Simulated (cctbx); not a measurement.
## Which space group?

Cell: a = 7.1170 Å, b = 3.3770 Å, c = 15.6190 Å, α = 90.00°, β = 90.00°, γ = 90.00°. Expected content of the cell: Ag4 Cu8 S8.

The data are simulated with cctbx, not measured: Cu Kα, λ = 1.54184 Å, to d = 0.83 Å, 80 % of the full sphere, strongest reflection 40000 counts, noise from counting, a 1.5 % proportional error and a noise floor of 15 counts (s.d.); no absorption.

Tests on the unmerged data give:

```text
2217 reflections to d = 0.830 A
centring   violations  <I/sigma> of those
    A        614 of  1115     12.8
    B        514 of  1126     10.3
    C        640 of  1105     13.0
    I        650 of  1107     13.1
    R        859 of  1495     13.1
    F        884 of  1673     12.0
Laue class    unique    Rint  (classes that these axes allow; Friedel mates merged)
P -1             1314   0.023
P 1 2/m 1         797   0.027
P 1 1 2/m         714   0.027
P 2/m 1 1         738   0.026
P m m m           453   0.029
space group    extra absences  I>4sigma  <I/sigma>
P 2 2 2                 0          0         -  acentric
P 2 2 21               15          0      -0.1  acentric
P 21 2 2                6          0       0.3  acentric
P 2 21 2                3          0      -0.5  acentric
P 21 21 2               9          0       0.0  acentric
P 2 21 21              18          0      -0.1  acentric
P 21 2 21              21          0       0.0  acentric
P 21 21 21             24          0      -0.0  acentric
P m m 2                 0          0         -  acentric
P 2 m m                 0          0         -  acentric
P m 2 m                 0          0         -  acentric
P 21 m a               46          0      -0.0  acentric
P m 2 a                46          0      -0.0  acentric
P n m 21               95          0       0.0  acentric
P n 21 m               95          0       0.0  acentric
P n 21 a              141          0       0.0  acentric
P m m m                 0          0         -  centric
P m m a                46          0      -0.0  centric
P n m m :1             95          0       0.0  centric
P n m m :2             95          0       0.0  centric
P n m a               141          0       0.0  centric
Wilson B = 1.35 A^2   <|E^2-1|> = 1.019 (0.968 centric, 0.736 acentric)   E^2>4: 3.9 %
shell (A)         n   <I/sigma>
15.62 - 1.66     70     29.0
 1.66 - 1.32     62     30.3
 1.32 - 1.15     51     29.0
 1.15 - 1.05     66     26.2
 1.05 - 0.97     48     22.2
 0.97 - 0.91     53     23.5
 0.91 - 0.87     51     22.5
 0.87 - 0.83     52     19.5
```

**Question.** What are the lattice type, the Laue class and the likely space group?

Every centring test has many violations, so the lattice is primitive.

Rint stays low (0.023 to 0.029) up to P m m m, the highest class in these axes.

21 settings pass the absence test. The most absences obeyed, 141, belong to P n 21 a and P n m a, which absences can't tell apart.

⟨|E²−1|⟩ = 1.019 leans to a centrosymmetric structure. The Wilson B of 1.35 Å² means U ≈ 0.0171 Å².

The true group is Pnma (no. 62), Laue class mmm, centrosymmetric. The tables only narrow the choice to the tied entries; cell content, site symmetry and trial solutions must settle it.

The model was made for the exercise: a known structure type with other elements put in, its volume estimated, not relaxed; displacement parameters are assumed.

[Logs are printed without paths, hosts, clocks, repeated set-up lines and the standing remarks that a program may print on its own settings, such as how far it seeks lower states.]
